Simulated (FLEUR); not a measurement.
# How the basis cutoff moves the magnetism of TmIr, part 3 of 4

Two starts of TmIr are run at each rung of the basis cutoff. Which rung is enough?

FLEUR MaX-R8.1; LDA (VWN); all-electron FLAPW, Dirac cores, scalar-relativistic bands.

So far, largest spin moment in the muffin-tin sphere (μB): step 4 (rung 2 (Kmax 2.7 1/bohr), start ferro +) 1.39; step 5 (rung 2 (Kmax 2.7 1/bohr), start antiferro q=(0,1/2,1/2) +-) 1.40; step 6 (rung 3 (Kmax 3.24 1/bohr), start ferro +) 1.47.

## (7) Rung 3 (Kmax 3.24 1/bohr), start antiferro q=(0,1/2,1/2) +-

The k list default-1 (kpts.xml, not shown) is a Γ-centred 8×4×8 mesh.

File inp.xml:

```
<?xml version="1.0" encoding="UTF-8" standalone="no"?>
<fleurInput fleurInputVersion="0.39">
   <comment>
      TmIr
   </comment>
   <calculationSetup>
      <cutoffs Kmax="3.24" Gmax="9.7" GmaxXC="9.7" numbands="0"/>
      <scfLoop itmax="90" minDistance="0.00002" maxIterBroyd="15" imix="Anderson" alpha="0.05" precondParam="0.0" spinf="2.0" sdNocoIR="T"/>
      <coreElectrons ctail="T" frcor="F" kcrel="0" coretail_lmax="0"/>
      <xcFunctional name="vwn" relativisticCorrections="F"/>
      <magnetism jspins="2"/>
      <soc l_soc="F" theta="0.0" phi="0.0" spav="F"/>
      <expertModes spex="0" secvar="F"/>
      <geometryOptimization l_f="F" forcealpha="1.0" forcemix="BFGS" epsdisp="0.00001" epsforce="0.00001"/>
      <ldaU l_linMix="F" mixParam="0.05" spinf="1.0"/>
   </calculationSetup>
   <cell>
      <bzIntegration valenceElectrons="76.0" mode="hist" fermiSmearingEnergy="0.00293995">
         <kPointListSelection listName="default-1"/>
         <xi:include xmlns:xi="http://www.w3.org/2001/XInclude" href="kpts.xml"> </xi:include>
      </bzIntegration>
      <xi:include xmlns:xi="http://www.w3.org/2001/XInclude" href="sym.xml"> </xi:include>
      <bulkLattice scale="1.0">
         <bravaisMatrix>
            <row-1>    6.3362516957838002     0.0000000000000000     0.0000000000000000</row-1>
            <row-2>    0.0000000000000000    12.6725033915676004     0.0000000000000000</row-2>
            <row-3>    0.0000000000000000     6.3362516957838002     6.3362516957838002</row-3>
         </bravaisMatrix>
      </bulkLattice>
   </cell>
   <atomSpecies>
      <species name="Thulium (T2.001" element="Tm" atomicNumber="69">
         <mtSphere radius="2.68" gridPoints="885" logIncrement="0.015"/>
         <atomicCutoffs lmax="10" lnonsphr="8"/>
         <electronConfig flipSpins="F">
            <coreConfig>(1s1/2) (2s1/2) (2p1/2) (2p3/2) (3s1/2) (3p1/2) (3p3/2) (4s1/2) (3d3/2) (3d5/2) (4p1/2) (4p3/2) (4d3/2) (4d5/2)</coreConfig>
            <valenceConfig>(5s1/2) (5p1/2) (5p3/2) (6s1/2) (4f5/2) (4f7/2)</valenceConfig>
            <stateOccupation state="(4f5/2)" spinUp="3.0" spinDown="2.5714285714286"/>
            <stateOccupation state="(4f7/2)" spinUp="4.0" spinDown="3.4285714285714"/>
         </electronConfig>
         <energyParameters s="6" p="6" d="5" f="4"/>
         <lo type="SCLO" l="0" n="5" eDeriv="0"/>
         <lo type="SCLO" l="1" n="5" eDeriv="0"/>
      </species>
      <species name="Thulium (T-2.001" element="Tm" atomicNumber="69">
         <mtSphere radius="2.68" gridPoints="885" logIncrement="0.015"/>
         <atomicCutoffs lmax="10" lnonsphr="8"/>
         <electronConfig flipSpins="F">
            <coreConfig>(1s1/2) (2s1/2) (2p1/2) (2p3/2) (3s1/2) (3p1/2) (3p3/2) (4s1/2) (3d3/2) (3d5/2) (4p1/2) (4p3/2) (4d3/2) (4d5/2)</coreConfig>
            <valenceConfig>(5s1/2) (5p1/2) (5p3/2) (6s1/2) (4f5/2) (4f7/2)</valenceConfig>
            <stateOccupation state="(4f5/2)" spinUp="2.5714285714286" spinDown="3.0"/>
            <stateOccupation state="(4f7/2)" spinUp="3.4285714285714" spinDown="4.0"/>
         </electronConfig>
         <energyParameters s="6" p="6" d="5" f="4"/>
         <lo type="SCLO" l="0" n="5" eDeriv="0"/>
         <lo type="SCLO" l="1" n="5" eDeriv="0"/>
      </species>
      <species name="Iridium (Ir)" element="Ir" atomicNumber="77">
         <mtSphere radius="2.68" gridPoints="885" logIncrement="0.015"/>
         <atomicCutoffs lmax="10" lnonsphr="8"/>
         <electronConfig flipSpins="F">
            <coreConfig>(1s1/2) (2s1/2) (2p1/2) (2p3/2) (3s1/2) (3p1/2) (3p3/2) (4s1/2) (3d3/2) (3d5/2) (4p1/2) (4p3/2) (5s1/2) (4d3/2) (4d5/2) (4f5/2) (4f7/2)</coreConfig>
            <valenceConfig>(5p1/2) (5p3/2) (6s1/2) (5d3/2) (5d5/2)</valenceConfig>
            <stateOccupation state="(5d3/2)" spinUp="1.400000" spinDown="1.400000"/>
            <stateOccupation state="(5d5/2)" spinUp="2.100000" spinDown="2.100000"/>
         </electronConfig>
         <energyParameters s="6" p="6" d="5" f="5"/>
         <lo type="SCLO" l="1" n="5" eDeriv="0"/>
      </species>
   </atomSpecies>
   <atomGroups>
      <atomGroup species="Thulium (T2.001">
         <relPos label="                   1">1.000/2.000 .0000000000 1.000/2.000</relPos>
         <force calculate="T" relaxXYZ="TTT"/>
      </atomGroup>
      <atomGroup species="Thulium (T-2.001">
         <relPos label="                   2">1.000/2.000 1.000/2.000 1.000/2.000</relPos>
         <force calculate="T" relaxXYZ="TTT"/>
      </atomGroup>
      <atomGroup species="Iridium (Ir)">
         <relPos label="                   3">.0000000000 .0000000000 .0000000000</relPos>
         <relPos label="                   4">.0000000000 1.000/2.000 .0000000000</relPos>
         <force calculate="T" relaxXYZ="TTT"/>
      </atomGroup>
   </atomGroups>
   <output dos="F" band="F" slice="F">
      <bandDOS minEnergy="-.5*Htr" maxEnergy="0.5*Htr" sigma="0.015" storeEVData="T"/>
      <plotting iplot="0" polar="F">
         <plot TwoD="T" vec1="  1.0  0.0  0.0" vec2="  0.0  1.0  0.0" vec3="  0.0  0.0  1.0" zero="  0.0  0.0  0.0" file="plot"/>
      </plotting>
      <moessbauerParams electricFieldGradient="F" isomerShift="F" coreHyperfine="F" valenceHyperfine="F"/>
   </output>
</fleurInput>
```

File crystal.txt:

```
TmIr
&input film=F cartesian=F /
3.35300000000  0.00000000000  0.00000000000
0.00000000000  6.70600000000  0.00000000000
0.00000000000  3.35300000000  3.35300000000
1.8897261246
1.0 1.0 1.0

4
69 0.50000000000  0.00000000000  0.50000000000 : 2.001
69 0.50000000000  0.50000000000  0.50000000000 : -2.001
77 0.00000000000  0.00000000000  0.00000000000
77 0.00000000000  0.50000000000  0.00000000000

&kpt div1=8 div2=4 div3=8 gamma=T /
```

On the command line:

```sh
> OMP_NUM_THREADS=1 inpgen -f crystal.txt > inpgen.log  # inp.xml is then edited as shown
> OMP_NUM_THREADS=1 mpirun -n 4 fleur_MPI > fleur.log
```

The program printed:

```text
[banner, memory and clock lines left out]
Welcome to FLEUR        (www.flapw.de)
      MaX-Release 8.1          (www.max-centre.eu)

 ========== k-point set info ==========
 Selected k-point list: default-1
 k-point list type: mesh
 0 x 0 x 0
 Number of k points: 68

 [... set-up left out ...]
 Iteration:     1   Distance:     167.11378629 me/bohr^3
 Iteration:     2   Distance:      47.56861286 me/bohr^3
 Iteration:     3   Distance:      12.28737106 me/bohr^3
 Iteration:     4   Distance:      12.13762868 me/bohr^3
 Iteration:     5   Distance:       5.17220069 me/bohr^3
[...]
<sumOfEigenvalues value="   -38507.9844673858">
               <coreElectrons value="-38494.8661922893"/>
               <valenceElectrons value="-13.1182750965"/>
            </sumOfEigenvalues>
         [... left out ...]
            <freeEnergy value="-62843.8132081232"/>
            <extrapolationTo0K value="-62843.8040942329"/>
         </totalEnergy>
         <densityConvergence units="me/bohr^3">
            <chargeDensity spin="1" distance="0.0000046887"/>
            <chargeDensity spin="2" distance="0.0000024388"/>
            <overallChargeDensity distance="0.0000054550"/>
            <spinDensity distance="0.0000051094"/>
         </densityConvergence>
      </iteration>
```

Run time: 94 s. Hardware: 4 MPI ranks of Intel Xeon 6975P-C (Granite Rapids), shared host; peak memory 0.38 GiB; 6.3 min of CPU time.

Numbers from this step:

```yaml
free_energy: -1710067.2744 eV
program_s_band_gap_on_this_mesh_in_a_metal_only_a_level_spacing: 2.10e-7 eV
magnetization: 0 μB
final_state: antiferromagnetic
largest_moment: 1.472 μB
```

This start lies +21.9 meV a seeded atom from the first, a change of +9.0 meV since rung 2; its largest moment is 1.47 μB.

## (8) Rung 4 (Kmax 3.78 1/bohr), start ferro +

The k list default-1 (kpts.xml, not shown) is a Γ-centred 8×8×8 mesh.

inp.xml: that of step 7 with these lines changed.

```diff
@@ -6,3 +6,3 @@
    <calculationSetup>
-      <cutoffs Kmax="3.24" Gmax="9.7" GmaxXC="9.7" numbands="0"/>
+      <cutoffs Kmax="3.78" Gmax="11.3" GmaxXC="11.3" numbands="0"/>
       <scfLoop itmax="90" minDistance="0.00002" maxIterBroyd="15" imix="Anderson" alpha="0.05" precondParam="0.0" spinf="2.0" sdNocoIR="T"/>
@@ -17,3 +17,3 @@
    <cell>
-      <bzIntegration valenceElectrons="76.0" mode="hist" fermiSmearingEnergy="0.00293995">
+      <bzIntegration valenceElectrons="38.0" mode="hist" fermiSmearingEnergy="0.00293995">
          <kPointListSelection listName="default-1"/>
@@ -25,4 +25,4 @@
             <row-1>    6.3362516957838002     0.0000000000000000     0.0000000000000000</row-1>
-            <row-2>    0.0000000000000000    12.6725033915676004     0.0000000000000000</row-2>
-            <row-3>    0.0000000000000000     6.3362516957838002     6.3362516957838002</row-3>
+            <row-2>    0.0000000000000000     6.3362516957838002     0.0000000000000000</row-2>
+            <row-3>    0.0000000000000000     0.0000000000000000     6.3362516957838002</row-3>
          </bravaisMatrix>
@@ -39,15 +39,2 @@
             <stateOccupation state="(4f7/2)" spinUp="4.0" spinDown="3.4285714285714"/>
-         </electronConfig>
-         <energyParameters s="6" p="6" d="5" f="4"/>
-         <lo type="SCLO" l="0" n="5" eDeriv="0"/>
-         <lo type="SCLO" l="1" n="5" eDeriv="0"/>
-      </species>
-      <species name="Thulium (T-2.001" element="Tm" atomicNumber="69">
-         <mtSphere radius="2.68" gridPoints="885" logIncrement="0.015"/>
-         <atomicCutoffs lmax="10" lnonsphr="8"/>
-         <electronConfig flipSpins="F">
-            <coreConfig>(1s1/2) (2s1/2) (2p1/2) (2p3/2) (3s1/2) (3p1/2) (3p3/2) (4s1/2) (3d3/2) (3d5/2) (4p1/2) (4p3/2) (4d3/2) (4d5/2)</coreConfig>
-            <valenceConfig>(5s1/2) (5p1/2) (5p3/2) (6s1/2) (4f5/2) (4f7/2)</valenceConfig>
-            <stateOccupation state="(4f5/2)" spinUp="2.5714285714286" spinDown="3.0"/>
-            <stateOccupation state="(4f7/2)" spinUp="3.4285714285714" spinDown="4.0"/>
          </electronConfig>
@@ -72,7 +59,3 @@
       <atomGroup species="Thulium (T2.001">
-         <relPos label="                   1">1.000/2.000 .0000000000 1.000/2.000</relPos>
-         <force calculate="T" relaxXYZ="TTT"/>
-      </atomGroup>
-      <atomGroup species="Thulium (T-2.001">
-         <relPos label="                   2">1.000/2.000 1.000/2.000 1.000/2.000</relPos>
+         <relPos label="                   1">1.000/2.000 1.000/2.000 1.000/2.000</relPos>
          <force calculate="T" relaxXYZ="TTT"/>
@@ -80,4 +63,3 @@
       <atomGroup species="Iridium (Ir)">
-         <relPos label="                   3">.0000000000 .0000000000 .0000000000</relPos>
-         <relPos label="                   4">.0000000000 1.000/2.000 .0000000000</relPos>
+         <relPos label="                   2">.0000000000 .0000000000 .0000000000</relPos>
          <force calculate="T" relaxXYZ="TTT"/>
```

File crystal.txt:

```
TmIr
&input film=F cartesian=F /
3.35300000000  0.00000000000  0.00000000000
0.00000000000  3.35300000000  0.00000000000
0.00000000000  0.00000000000  3.35300000000
1.8897261246
1.0 1.0 1.0

2
69 0.50000000000  0.50000000000  0.50000000000 : 2.001
77 0.00000000000  0.00000000000  0.00000000000

&kpt div1=8 div2=8 div3=8 gamma=T /
```

The program printed:

```text
[banner, memory and clock lines left out]
Welcome to FLEUR        (www.flapw.de)
      MaX-Release 8.1          (www.max-centre.eu)

 ========== k-point set info ==========
 Selected k-point list: default-1
 k-point list type: mesh
 0 x 0 x 0
 Number of k points: 36

 [... set-up left out ...]
 Iteration:     1   Distance:     165.18399686 me/bohr^3
 Iteration:     2   Distance:      45.87723610 me/bohr^3
 Iteration:     3   Distance:      12.41736604 me/bohr^3
 Iteration:     4   Distance:      11.73704388 me/bohr^3
 Iteration:     5   Distance:       4.74070660 me/bohr^3
[...]
<sumOfEigenvalues value="   -19249.4119874944">
               <coreElectrons value="-19243.9986988839"/>
               <valenceElectrons value="-5.4132886106"/>
            </sumOfEigenvalues>
         [... left out ...]
            <freeEnergy value="-31421.9141799694"/>
            <extrapolationTo0K value="-31421.9099390421"/>
         </totalEnergy>
         <densityConvergence units="me/bohr^3">
            <chargeDensity spin="1" distance="0.0000029232"/>
            <chargeDensity spin="2" distance="0.0000037137"/>
            <overallChargeDensity distance="0.0000062735"/>
            <spinDensity distance="0.0000023055"/>
         </densityConvergence>
      </iteration>
```

It took 17 s on 4 MPI ranks; peak memory 0.25 GiB.

Read from the output:

```
free energy                                                       : -855033.8433 eV
program's band gap on this mesh (in a metal only a level spacing) : 0.003047 eV
magnetization                                                     : 1.531 μB
final state                                                       : ferromagnetic
largest moment                                                    : 1.488 μB
```

The largest moment moves by +0.02 μB from rung 3, at 1.5 times its CPU time.

## (9) Rung 4 (Kmax 3.78 1/bohr), start antiferro q=(0,1/2,1/2) +-

The k list default-1 (kpts.xml, not shown) is a Γ-centred 8×4×8 mesh.

inp.xml: that of step 8 with these lines changed.

```diff
@@ -17,3 +17,3 @@
    <cell>
-      <bzIntegration valenceElectrons="38.0" mode="hist" fermiSmearingEnergy="0.00293995">
+      <bzIntegration valenceElectrons="76.0" mode="hist" fermiSmearingEnergy="0.00293995">
          <kPointListSelection listName="default-1"/>
@@ -25,4 +25,4 @@
             <row-1>    6.3362516957838002     0.0000000000000000     0.0000000000000000</row-1>
-            <row-2>    0.0000000000000000     6.3362516957838002     0.0000000000000000</row-2>
-            <row-3>    0.0000000000000000     0.0000000000000000     6.3362516957838002</row-3>
+            <row-2>    0.0000000000000000    12.6725033915676004     0.0000000000000000</row-2>
+            <row-3>    0.0000000000000000     6.3362516957838002     6.3362516957838002</row-3>
          </bravaisMatrix>
@@ -39,2 +39,15 @@
             <stateOccupation state="(4f7/2)" spinUp="4.0" spinDown="3.4285714285714"/>
+         </electronConfig>
+         <energyParameters s="6" p="6" d="5" f="4"/>
+         <lo type="SCLO" l="0" n="5" eDeriv="0"/>
+         <lo type="SCLO" l="1" n="5" eDeriv="0"/>
+      </species>
+      <species name="Thulium (T-2.001" element="Tm" atomicNumber="69">
+         <mtSphere radius="2.68" gridPoints="885" logIncrement="0.015"/>
+         <atomicCutoffs lmax="10" lnonsphr="8"/>
+         <electronConfig flipSpins="F">
+            <coreConfig>(1s1/2) (2s1/2) (2p1/2) (2p3/2) (3s1/2) (3p1/2) (3p3/2) (4s1/2) (3d3/2) (3d5/2) (4p1/2) (4p3/2) (4d3/2) (4d5/2)</coreConfig>
+            <valenceConfig>(5s1/2) (5p1/2) (5p3/2) (6s1/2) (4f5/2) (4f7/2)</valenceConfig>
+            <stateOccupation state="(4f5/2)" spinUp="2.5714285714286" spinDown="3.0"/>
+            <stateOccupation state="(4f7/2)" spinUp="3.4285714285714" spinDown="4.0"/>
          </electronConfig>
@@ -59,3 +72,7 @@
       <atomGroup species="Thulium (T2.001">
-         <relPos label="                   1">1.000/2.000 1.000/2.000 1.000/2.000</relPos>
+         <relPos label="                   1">1.000/2.000 .0000000000 1.000/2.000</relPos>
+         <force calculate="T" relaxXYZ="TTT"/>
+      </atomGroup>
+      <atomGroup species="Thulium (T-2.001">
+         <relPos label="                   2">1.000/2.000 1.000/2.000 1.000/2.000</relPos>
          <force calculate="T" relaxXYZ="TTT"/>
@@ -63,3 +80,4 @@
       <atomGroup species="Iridium (Ir)">
-         <relPos label="                   2">.0000000000 .0000000000 .0000000000</relPos>
+         <relPos label="                   3">.0000000000 .0000000000 .0000000000</relPos>
+         <relPos label="                   4">.0000000000 1.000/2.000 .0000000000</relPos>
          <force calculate="T" relaxXYZ="TTT"/>
```

File crystal.txt:

```
TmIr
&input film=F cartesian=F /
3.35300000000  0.00000000000  0.00000000000
0.00000000000  6.70600000000  0.00000000000
0.00000000000  3.35300000000  3.35300000000
1.8897261246
1.0 1.0 1.0

4
69 0.50000000000  0.00000000000  0.50000000000 : 2.001
69 0.50000000000  0.50000000000  0.50000000000 : -2.001
77 0.00000000000  0.00000000000  0.00000000000
77 0.00000000000  0.50000000000  0.00000000000

&kpt div1=8 div2=4 div3=8 gamma=T /
```

The program printed:

```text
[banner, memory and clock lines left out]
Welcome to FLEUR        (www.flapw.de)
      MaX-Release 8.1          (www.max-centre.eu)

 ========== k-point set info ==========
 Selected k-point list: default-1
 k-point list type: mesh
 0 x 0 x 0
 Number of k points: 68

 [... set-up left out ...]
 Iteration:     1   Distance:     166.16437116 me/bohr^3
 Iteration:     2   Distance:      47.61814178 me/bohr^3
 Iteration:     3   Distance:      12.34487605 me/bohr^3
 Iteration:     4   Distance:      12.24695734 me/bohr^3
 Iteration:     5   Distance:       5.51946260 me/bohr^3
[...]
<sumOfEigenvalues value="   -38498.8250158284">
               <coreElectrons value="-38487.9921741667"/>
               <valenceElectrons value="-10.8328416617"/>
            </sumOfEigenvalues>
         [... left out ...]
            <freeEnergy value="-62843.8267384870"/>
            <extrapolationTo0K value="-62843.8175806860"/>
         </totalEnergy>
         <densityConvergence units="me/bohr^3">
            <chargeDensity spin="1" distance="0.0000113358"/>
            <chargeDensity spin="2" distance="0.0000088681"/>
            <overallChargeDensity distance="0.0000160151"/>
            <spinDensity distance="0.0000125620"/>
         </densityConvergence>
      </iteration>
```

Elapsed: 2.8 min, on 4 MPI ranks; peak memory 0.43 GiB; 11 min of CPU time.

Read from the output:

| Property | Result |
| --- | --- |
| free energy | -1710067.6426 eV |
| program's band gap on this mesh (in a metal only a level spacing) | 8.93e-4 eV |
| magnetization | 0 μB |
| final state | antiferromagnetic |
| largest moment | 1.491 μB |

This start lies +22.1 meV a seeded atom from the first, a change of +0.1 meV since rung 3; its largest moment is 1.49 μB.

(Continued in part 4 of 4.)

[Logs and program files are shortened in this print: banners, set-up blocks, solver, clock and traceback lines can be left out without a mark of their own.]

[Logs are printed without paths, hosts, clocks, repeated set-up lines and the standing remarks that a program may print on its own settings, such as how far it seeks lower states.]

[Hosts, paths, dates, database ids (printed as entryN), source tags and the programs' standing remarks are cut or masked in the printed files.]

[Where a cell is said to come from a database of computed structures, the database is the Materials Project.]
